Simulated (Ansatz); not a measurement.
# LaSb (Fm-3m): relaxing the cell for a phonon run

Aim: bring LaSb (Fm-3m) to small forces and stress, as phonons need.

Program: Ansatz 0.2.0. Level of theory: DFT PBEsol, scalar-relativistic, plane waves, PAW; PAW set soft_1. Results are calculated unless marked as measured.

**1. The starting structure**

The structure is cubic, space group Fm-3m (No. 225). The conventional cell has a = 6.490 Å, b = 6.490 Å, c = 6.490 Å, α = 90.00°, β = 90.00°, γ = 90.00°. La has 6 Sb at 3.25 Å nearest. Sb has 6 La at 3.25 Å nearest. Farther neighbours are not listed.

**2. Probe on a coarse mesh**

First a cheap look: the gap decides the mesh and the occupations, the pressure tells how far the cell has to move.

The input, input.yaml:

```yaml
crystal:
  lattice:
    - [0.0, 3.245, 3.245]
    - [3.245, 0.0, 3.245]
    - [3.245, 3.245, 0.0]
  atoms:
    - { symbol: La, position: [0.0, 0.0, 0.0] }
    - { symbol: Sb, position: [0.5, 0.5, 0.5] }
kpoints:
  mp_grid: { grid: [6, 6, 6] }
hamiltonian:
  xc: pbesol
  pseudopotentials: { kind: paw, azcp: { folder: soft_1 }, xc_functional: pbe }
scf:
  occupations: { method: gaussian, width: 0.1 }
output:
  forces: true
  stress: true
  eigenvalues: true
```

Launch:

```
ansatz run input.yaml --threads 4 --pin off --max-ram 10240MiB --backend cpu --events-out ev --progress --plain --runs-dir out
```

Numbers of over 12 decimals in the logs are rounded to 6 here.

The program printed:

```text
Engine: ansatz 0.2.0, x86_64-unknown-linux-gnu
Pseudopotentials: kind: paw
Pseudopotential: La, paw, valence charge 11, recommended cutoff 420 eV (normal), soft_1/La.paw.azcp
Pseudopotential: Sb, paw, valence charge 15, recommended cutoff 420 eV (normal), soft_1/Sb.paw.azcp
Functional definition: PBEsol
  exchange = pbesol_x
  correlation = pbesol_c
Crystal: 2 atoms, lattice volume = 68.340 Å³
[...]
--- Band table (eV; the first three rows and the last of 16) ---
  k-point 0: bands = [... 9 lower, 0.6077, 9.7802, 9.7802, 9.7802, 10.8328, 10.8328, 10.8328, 11.4878]
  k-point 1: bands = [... 9 lower, 0.8969, 8.5658, 9.0514, 9.0514, 10.8978, 11.1151, 11.1151, 11.6893]
  k-point 2: bands = [... 9 lower, 1.5450, 7.0090, 8.2330, 8.2330, 11.1243, 11.5051, 11.5051, 11.7733]
  k-point 15: bands = [... 9 lower, 1.3977, 8.0905, 8.1222, 8.3901, 10.6966, 11.5442, 11.6928, 11.7229]
[key lines of the parts left out:]
SCF converged after 8 iterations
Free energy (F): -12572.134505 eV
Fermi energy:    9.483371 eV
P = ⅓ Tr σ = -0.8768 GPa (-8.768 kbar)
```

The job ended after 1.6 s (4 threads of Intel Xeon Platinum 8488C (Sapphire Rapids), shared host; peak memory 0.41 GiB; 2.5 s of CPU time).

Numbers from this step:

```yaml
pressure: -0.8768 GPa
volume_per_atom: 34.17 Å³
gap_on_the_k_mesh: 0 eV
```

The coarse mesh shows no gap and a pressure of -0.9 GPa.

**3. Relaxation**

The cell and atoms are relaxed, since residual forces and stress would shift the frequencies.

input.yaml, the sections that differ from step 2:

```yaml
kpoints:
  mp_grid: { grid: [12, 12, 12] }
output:
  forces: true
  stress: true
  eigenvalues: true
  write_density: true
  write_potential: true
  elf: true
  volumetric_format: npy
relax:
  adjacent_minimum: "off"
  f_tol: 0.005
  max_steps: 80
  cell: { stress_tol: 0.05 }
# crystal, hamiltonian, scf: as in step 2
```

The program printed:

```text
[...]
Crystal: 2 atoms, lattice volume = 68.340 Å³
Basis set: ecut = 420 eV, 1363 PW (Γ), exchange–correlation on 64×64×64 points (8 copies of the dense FFT grid, shifted against one another)
Bands: 17, of which v1, the nominal top of the filled ones, is band 13 counted from 1 (12 counted from 0)
Symmetry: 48 space group operations
[...]
k-points: 72 of 1728
[...]
SCF iter   1: F=—  HF=-12572.485533 eV  |F-HF|=—  |Δ(HF+E_count)|=         —  Δρ=3.03e-2  dr2=1.15e0  ethr=3.10e-3  ⟨swp⟩=5.2  Hψ=5164  notcnv=0
[...]
SCF iter   8: F=-12572.141616 eV  HF=-12572.141616 eV  |F-HF|=3.30e-9  |Δ(HF+E_count)|=   1.22e-7  Δρ=4.97e-6  dr2=1.27e-8  ethr=3.85e-10  ⟨swp⟩=11.7  Hψ=11071  notcnv=0
SCF 1 converged in 8 iterations: F = -12572.141616 eV  dr2 = 1.27e-8
  Residual-converged pass: ⟨swp⟩=1.1  Hψ=1517  notcnv=0  max |occ|·‖R‖ = 7.0e-9 eV (tolerance 1.0e-8 eV)  dr2=1.27e-8  dr2_onsite=1.50e-9  max |Δocc| = 5.8e-10
[...]
relax step   1: F+E_penalty+E_count = -12572.14161637 eV  Δ(F+E_penalty+E_count) = +0.000e0 eV  max|allowed force component| = 3.050e-29 eV/Å  Δτ_max = 0.0000 Å  P = -0.955 GPa  Ω = 68.340 Å³  (8 SCF iters, dr2 threshold 1.00e-7 eV, accepted)
Crystal: 2 atoms, lattice volume = 66.399 Å³
Basis set: ecut = 420 eV, 1291 PW (Γ), exchange–correlation on 64×64×64 points (8 copies of the dense FFT grid, shifted against one another)
[...]
iter 1 solved again at ethr=6.97e-6 eV; its pass at ethr=3.10e-3 eV (dr2=1.81e-3 eV) is discarded
[...]
SCF iter   5: F=-12572.143675 eV  HF=-12572.143675 eV  |F-HF|=1.08e-7  |Δ(HF+E_count)|=   2.63e-7  Δρ=1.53e-5  dr2=1.55e-7  ethr=7.69e-10  ⟨swp⟩=9.5  Hψ=11124  notcnv=0
SCF 2 converged in 5 iterations: F = -12572.143675 eV  dr2 = 1.55e-7
relax step   2: F+E_penalty+E_count = -12572.14367503 eV  Δ(F+E_penalty+E_count) = -2.059e-3 eV  max|allowed force component| = 6.022e-29 eV/Å  Δτ_max = 0.0000 Å  P = +0.671 GPa  Ω = 66.399 Å³  energy of the carried Pulay correction = +9.335e-5 eV  (5 SCF iters, dr2 threshold 2.00e-7 eV, accepted)
Crystal: 2 atoms, lattice volume = 67.186 Å³
[...]
SCF iter   1: F=—  HF=-12572.145345 eV  |F-HF|=—  |Δ(HF+E_count)|=         —  Δρ=4.82e-4  dr2=3.56e-4  ethr=7.58e-7  ⟨swp⟩=3.1  Hψ=10759  notcnv=0
eigensolver tolerance schedule calibrated: the retry pair's looser diagonalisation under-reported the residual by θ = 0.45 (0.12/decade); ethr = c·dr2/N_el runs at the constant in force after the calibration composes with the one it found (an armed cap, an earlier calibration), c = 6.6e-2
[...]
SCF iter   2: F=—  HF=-12572.145256 eV  |F-HF|=—  |Δ(HF+E_count)|=   8.87e-5  Δρ=2.75e-4  dr2=9.92e-5  ethr=7.58e-7  ⟨swp⟩=2.0  Hψ=1511  notcnv=0
[...]
SCF iter   5: F=-12572.145224 eV  HF=-12572.145224 eV  |F-HF|=6.70e-9  |Δ(HF+E_count)|=   4.16e-8  Δρ=5.74e-6  dr2=2.67e-8  ethr=5.04e-10  ⟨swp⟩=10.0  Hψ=9899  notcnv=0
SCF 3 converged in 5 iterations: F = -12572.145224 eV  dr2 = 2.67e-8
relax step   3: F+E_penalty+E_count = -12572.14522416 eV  Δ(F+E_penalty+E_count) = -1.549e-3 eV  max|allowed force component| = 1.265e-29 eV/Å  Δτ_max = 0.0000 Å  P = -0.018 GPa  Ω = 67.186 Å³  energy of the carried Pulay correction = +5.516e-5 eV  (5 SCF iters, dr2 threshold 2.00e-7 eV, accepted)
[...]
SCF iter   1: F=—  HF=-12572.145172 eV  |F-HF|=—  |Δ(HF+E_count)|=         —  Δρ=1.06e-5  dr2=4.47e-8  ethr=7.15e-7  ⟨swp⟩=3.0  Hψ=9358  notcnv=0
eigensolver tolerance schedule: the retry pair's looser diagonalisation over-reported the residual by 4155.57 of it (diagonalisation noise at 22.90 of the residual, at the tolerance the schedule requests for it); recorded, not acted on — ethr = c·dr2/N_el stays at c = 1.0e-1
[...]
SCF iter   2: F=—  HF=-12572.145171 eV  |F-HF|=—  |Δ(HF+E_count)|=   8.10e-7  Δρ=5.80e-6  dr2=1.67e-8  ethr=1.72e-10  ⟨swp⟩=3.2  Hψ=3014  notcnv=0
[...]
SCF iter   5: F=-12572.145171 eV  HF=-12572.145171 eV  |F-HF|=1.46e-11  |Δ(HF+E_count)|=  1.09e-11  Δρ=1.61e-7  dr2=1.70e-11  ethr=1.00e-12  ⟨swp⟩=5.5  Hψ=7185  notcnv=0
SCF 4 converged in 5 iterations: F = -12572.145171 eV  dr2 = 1.70e-11
relax step   4: F+E_penalty+E_count = -12572.14517103 eV  Δ(F+E_penalty+E_count) = +5.313e-5 eV  max|allowed force component| = 2.028e-29 eV/Å  Δτ_max = 0.0000 Å  P = -0.018 GPa  Ω = 67.186 Å³  stress off target by 1.82e-2 GPa  SCF on the basis re-selected at this cell (its energy is not comparable with the rows above)  (5 SCF iters)
basis re-selected at this cell: Δ(F+E_penalty+E_count) = +5.313e-5 eV, ΔP = -0.000 GPa vs the last step (what re-selecting the basis moved, of the pressure what is left beyond the Pulay correction that the steps carried, after the strain that the cell walked since its last selection, with what the two solves' SCF thresholds leave and, on support functions, any second-order correction that the steps lacked; it is no m [...]
SCF converged after 5 iterations
Free energy (F): -12572.145171 eV
[...]
Internal energy: -12572.144028 eV  (E = F + TS)
E sigma→0 (E₀):  -12572.144600 eV
Entropy (-TS):   -0.001143 eV (-0.571 meV/atom)
Fermi energy:    9.796935 eV
[...]
--- Stress (GPa, compression-positive) ---
       -0.018212      -0.000000      -0.000000
       -0.000000      -0.018212      -0.000000
       -0.000000      -0.000000      -0.018212
  P = ⅓ Tr σ = -0.0182 GPa (-0.182 kbar)
--- Band table (eV; the first three rows and the last of 72) ---
  k-point 0: bands = [... 9 lower, 0.7722, 10.0011, 10.0011, 10.0011, 11.0440, 11.0440, 11.0440, 11.7444]
  k-point 1: bands = [... 9 lower, 0.8514, 9.5870, 9.7446, 9.7446, 11.0854, 11.1342, 11.1342, 11.8242]
  k-point 2: bands = [... 9 lower, 1.0737, 8.7703, 9.2539, 9.2539, 11.1197, 11.3370, 11.3370, 11.9551]
  k-point 71: bands = [... 9 lower, 1.6640, 8.0008, 8.3873, 8.3873, 11.5078, 11.5078, 11.9770, 11.9770]
--- Relaxed structure (3 steps of the walk, 3 accepted, 1 SCFs on fresh bases) ---
  F+E_penalty+E_count = -12572.14517103 eV   max|allowed force component| = 2.028e-29 eV/Å   (the final SCF, on the basis selected at the relaxed cell)
  cell:  # Å, volume = 67.1862 Å³
    - [0, 3.226637, 3.226637]
    - [3.226637, 0, 3.226637]
    - [3.226637, 3.226637, 0]
  atoms:
    - { symbol: La, position: [0, 0, 0] }
    - { symbol: Sb, position: [0.5, 0.5, 0.5] }
```

Elapsed: 4.7 s, on 4 threads; peak memory 0.51 GiB.

Step by step:

```
step  energy less that of the first step (eV)  largest force component (eV/Å)  pressure (GPa)  volume (Å³)
   1                                   0.0000                          0.0000           -0.96        68.34
   2                                  -0.0021                          0.0000            0.67        66.40
   3                                  -0.0036                          0.0000           -0.02        67.19
  4*                                  -0.0036                          0.0000           -0.02        67.19
```

Relaxation steps marked * repeat the geometry before them on a plane-wave basis chosen anew for their cell, so energy and pressure can jump there.

Forces are held to the 48 operations that the run works with; a distortion that breaks them can't arise in this run.

```
conventional cell, symmetrised  before  after  change
                         a (Å)   6.490  6.453  -0.6 %
                         b (Å)   6.490  6.453  -0.6 %
                         c (Å)   6.490  6.453  -0.6 %
              volume (Å³/atom)   34.17  33.59  -1.7 %
```

Final coordinates:

```cif
data_structure
_symmetry_space_group_name_H-M 'P 1'
_symmetry_Int_Tables_number 1
_cell_length_a 4.5632
_cell_length_b 4.5632
_cell_length_c 4.5632
_cell_angle_alpha 60.000
_cell_angle_beta 60.000
_cell_angle_gamma 60.000
_cell_volume 67.19
loop_
_atom_site_label
_atom_site_type_symbol
_atom_site_fract_x
_atom_site_fract_y
_atom_site_fract_z
_atom_site_occupancy
La1 La 0.00000 0.00000 0.00000 1
Sb2 Sb 0.50000 0.50000 0.50000 1
```

This step gave:

- pressure: -0.01821 GPa
- volume per atom: 33.59 Å³

Valence density in the ac plane of the conventional cell at fractional y = 0.000, with atoms of La and Sb within 0.2 Å of it. It is the smooth field of the valence electrons, not physical close to the nuclei.

Ten steps, logarithmic in the rise over the least value, from '_' (0 e/Å³) to '@' (14 e/Å³), each cell a mean:
```
++++==::....--**@@@@##==::....--++++
++++--......::==**##++--......::==++
==--::______..::----::::..____..::--
::..__________....::....________....
....__________........__________....
::::..________..::--::..______....::
++--::..____::--======::..__..::--==
%%**--::....--++++++++==::....::++##
@@%%++::..::==++++++++==--..::--##@@
@@##==::....--++++++++==::....--**@@
##++--......::==++++++--......::==**
--::::..____..::--==--::______..::--
::....________....::..__________....
....__________........__________....
--::..______....::::::..________..::
====::..__..::--==++--::..____::--==
++++==::....::++##%%**--::....--++++
++++==--..::--##@@@@%%++::..::==++++
```
Columns run along a (6.5 Å), rows up along c (6.5 Å), edges of the conventional cell, whose origin can differ from the input's. Atoms in or near the plane, at fractional coordinates: La at (0.00, 0.00), La at (0.50, 0.50), Sb at (0.50, 0.00), Sb at (0.00, 0.50).

Electrostatic potential energy in the ac plane of the conventional cell at fractional y = 0.000, with atoms of La and Sb within 0.2 Å of it. With pseudopotentials it is smooth inside the atoms' cores, unlike the true potential.

Ten even steps from '_' (-30 eV) to '@' (13 eV), each cell a mean:
```
==__::**%%%%++..______--%%@@%%==__::
____==##@@@@##--..__::**%%@@%%**::__
==++##%%@@@@@@##++++**%%@@@@@@%%**==
%%%%@@@@@@@@@@@@%%%%@@@@@@@@@@@@%%%%
@@@@@@@@@@@@@@@@%%%%@@@@@@@@@@@@@@@@
##%%@@@@@@@@%%##****##%%@@@@@@@@%%%%
::==##@@@@@@##==::..--**%%@@@@%%**--
____==%%@@%%++____..__--##@@@@**::__
____::##@@%%==__==**....**%%%%++____
____--%%@@%%==__::==__::**%%%%++..__
__::**%%@@%%**::______==##@@@@##--..
++**%%@@@@@@%%**====++##%%@@@@@@##++
%%@@@@@@@@@@@@%%%%%%%%@@@@@@@@@@@@%%
%%@@@@@@@@@@@@@@@@@@@@@@@@@@@@@@@@%%
**##%%@@@@@@@@%%%%##%%@@@@@@@@%%##**
..--**%%@@@@%%**--::==##@@@@@@##==::
..__--##@@@@**::______==%%@@%%++____
**....**%%%%++________::##@@%%==__==
```
Columns run along a (6.5 Å; values clipped at the 3rd and 97th percentile), rows up along c (6.5 Å), edges of the conventional cell, whose origin can differ from the input's. Atoms in or near the plane, at fractional coordinates: La at (0.00, 0.00), La at (0.50, 0.50), Sb at (0.50, 0.00), Sb at (0.00, 0.50).

ELF in the ac plane of the conventional cell at fractional y = 0.000, with atoms of La and Sb within 0.2 Å of it. It is the smooth field of the valence electrons, not physical close to the nuclei.

Ten even steps from '0' (0.05) to '9' (0.80), each cell a mean:
```
279536520014643894
998326642235742699
974015765567730268
321013566666520023
444311123322112344
667630035642015776
346741489996226754
024642797699426631
003643992069636520
014643894279536520
235742699998326642
567730268974015765
666520023321013566
322112344444311123
642015776667630035
996226754346741489
699426631024642797
069636520003643992
```
Columns run along a (6.5 Å), rows up along c (6.5 Å), edges of the conventional cell, whose origin can differ from the input's. Atoms in or near the plane, at fractional coordinates: La at (0.00, 0.00), La at (0.50, 0.50), Sb at (0.50, 0.00), Sb at (0.00, 0.50).

In this step the volume went from 34.17 to 33.59 Å³/atom.

**4. Tight relaxation**

Phonons need a cell at rest on their own settings, so the relaxation is repeated with tight tolerances on forces and stress on the k mesh and occupations of the first response run.

input.yaml, the sections that differ from step 3:

```yaml
crystal:
  lattice:
    - [0.0, 3.2266366853, 3.2266366853]
    - [3.2266366853, 0.0, 3.2266366853]
    - [3.2266366853, 3.2266366853, 0.0]
  atoms:
    - { symbol: La, position: [0.0, 0.0, 0.0] }
    - { symbol: Sb, position: [0.5, 0.5, 0.5] }
scf:
  occupations: { method: methfessel_paxton, width: 0.2 }
output:
  forces: true
  stress: true
  eigenvalues: true
relax:
  adjacent_minimum: "off"
  f_tol: 0.001
  max_steps: 60
  cell: { stress_tol: 0.01 }
# kpoints, hamiltonian: as in step 3
```

The program printed:

```text
[...]
Crystal: 2 atoms, lattice volume = 67.186 Å³
Basis set: ecut = 420 eV, 1363 PW (Γ), exchange–correlation on 64×64×64 points (8 copies of the dense FFT grid, shifted against one another)
Bands: 17, of which v1, the nominal top of the filled ones, is band 13 counted from 1 (12 counted from 0)
Symmetry: 48 space group operations
[...]
k-points: 72 of 1728
[...]
k-point 71: bands = [... 9 lower, 1.6690, 8.0054, 8.3923, 8.3923, 11.5130, 11.5130, 11.9826, 11.9826]
--- Relaxed structure (2 steps of the walk, 2 accepted, 1 SCFs on fresh bases) ---
[...]
cell:  # Å, volume = 67.1604 Å³
    - [0, 3.226223, 3.226223]
    - [3.226223, 0, 3.226223]
    - [3.226223, 3.226223, 0]
  atoms:
    - { symbol: La, position: [0, 0, 0] }
    - { symbol: Sb, position: [0.5, 0.5, 0.5] }
[key lines of the parts left out:]
SCF converged after 8 iterations
Free energy (F): -12572.144239 eV
Fermi energy:    9.788788 eV
P = ⅓ Tr σ = 0.0091 GPa (0.091 kbar)
```

Wall time 4.4 s (4 threads); peak memory 0.5 GiB; 13 s of CPU time.

Little changed from the start: no atom moved by 0.005 Å and no cell edge by 0.1 %.

Numbers from this step:

```yaml
pressure: 0.009054 GPa
volume_per_atom: 33.58 Å³
```

The forces vanish by symmetry and the pressure is 0.009 GPa, within the tolerances set. The cell now holds 33.58 Å³/atom.

**5. What came out**

```
space group after relaxation (within 0.01 Å) : Fm-3m
lattice constant a                           : 6.452 Å
lattice constant b                           : 6.452 Å
lattice constant c                           : 6.452 Å
volume per atom                              : 33.6 Å³
```

The forces vanish by symmetry and the pressure is 0.009 GPa, within the tolerances set. The cell now holds 33.58 Å³/atom. The relaxation keeps the symmetry of its start, so it says nothing on stability against lower symmetry. Spin-orbit coupling is left out, which can matter for the heavy elements here. The PAW files were made for PBE and serve the other functionals too.

[Logs are printed without paths, hosts, clocks, repeated set-up lines and the standing remarks that a program may print on its own settings, such as how far it seeks lower states.]

[Hosts, paths, dates, database ids (printed as entryN), source tags and the programs' standing remarks are cut or masked in the printed files.]
